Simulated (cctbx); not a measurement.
**Occupancies in SmCuTe2**

Cell a = 5.8650 Å, b = 5.8650 Å, c = 11.9240 Å, α = 90.00°, β = 90.00°, γ = 90.00°; space group I4_1/amd (no. 141, origin choice 1); nominal formula SmCuTe2.

The data are simulated with cctbx, not measured: Ga Kα, λ = 1.3414 Å, to d = 0.83 Å, 50 % of the full sphere, strongest reflection 20000 counts, noise from counting, a 2 % proportional error and a noise floor of 15 counts (s.d.); no absorption, and some extinction, which the refinements don't model.

With every site full:

```text
Rint 0.027, 115 unique reflections to 0.83 A
cycle     R1     wR2    GooF  max shift (A)
   1  0.1888  0.4910  18.284   0.01680
   3  0.0734  0.1856   6.913   0.00003
final R1 0.0734 wR2 0.1856 GooF 6.913  parameters 8  data/parameter 14.4
atom        x        y        z      Ueq    occ   su(xyz)  su(Uiso or U11)
Sm1    0.00000  0.50000  0.25000   0.0268  1.000  0.00000  0.0035
Te1    0.50000  0.00000  0.49759   0.0076  1.000  0.00050  0.0037
Cu2    0.50000  0.00000  0.25000  -0.0257  1.000  0.00000  0.0031  NPD
difference map: max 9.58 min -6.43 rms 1.51
Q1    0.0000  0.0000  0.4541    8    9.69  0.55 A from Cu2
Q2    0.0557  0.0557  0.5000   16    8.23  0.46 A from Cu2
Q3    0.0000  0.0000  0.2755    8    6.71  0.27 A from Te1
Q4    0.0000  0.0000  0.0000    4    4.64  0.00 A from Sm1
Q5    0.0000  0.1000  0.2333   16    2.87  0.63 A from Te1
Q6    0.0000  0.2061  0.3293   16    2.49  1.52 A from Te1
```

With the occupancies of the suspect sites free, each still typed as its main element:

```text
Rint 0.027, 115 unique reflections to 0.83 A
cycle     R1     wR2    GooF  max shift (A)
   1  0.1504  0.4026  15.135   0.00633
   9  0.0165  0.0346   1.302   0.00002
final R1 0.0165 wR2 0.0346 GooF 1.300  parameters 10  data/parameter 11.5
atom        x        y        z      Ueq    occ   su(xyz)  su(Uiso or U11)
Sm1    0.00000  0.50000  0.25000   0.0086  0.787  0.00000  0.0007
Te1    0.50000  0.00000  0.49827   0.0114  1.000  0.00010  0.0006
Cu2    0.50000  0.00000  0.25000   0.0077  1.456  0.00000  0.0010
su of occupancy Sm1: 0.007
su of occupancy Cu2: 0.017
difference map: max 2.79 min -3.16 rms 0.52
Q1    0.0000  0.0000  0.3151    8    2.79  0.76 A from Te1
Q2    0.0000  0.0000  0.5000    4    2.41  0.00 A from Cu2
Q3    0.0000  0.1086  0.7809   16    1.73  0.75 A from Te1
Q4    0.0000  0.0850  0.8665   16    1.30  1.50 A from Te1
Q5    0.1261  0.2397  0.8992   32    1.14  1.99 A from Sm1
Q6    0.0000  0.1289  0.9632   16    1.12  0.87 A from Sm1
```

**Question.** What is the disorder?

X-rays count electrons. Sm1 refines to 0.787(0.007), or 48.8 electrons; the site truly holds 0.6 Sm and 0.4 Cu, 48.8 electrons, which is 0.787 of Sm; Cu2 refines to 1.456(0.017), or 42.2 electrons; the site truly holds 0.6 Cu and 0.4 Sm, 42.2 electrons, which is 1.455 of Cu. A value under 1 can't tell vacancies from a lighter guest, and one over 1 needs a heavier guest; chemistry or a second radiation must settle which. Occupancy correlates with U and the scale, and the two elements' form factors differ in shape, so the match is approximate.

Freeing them takes R1 from 0.0734 to 0.0165 and GooF from 6.91 to 1.30.

The model is made up (kin elements in a known structure type, no relaxation), so it says nothing on whether the phase exists.

[Middle refinement cycles are left out of these outputs.]

[Logs are printed without paths, hosts, clocks, repeated set-up lines and the standing remarks that a program may print on its own settings, such as how far it seeks lower states.]
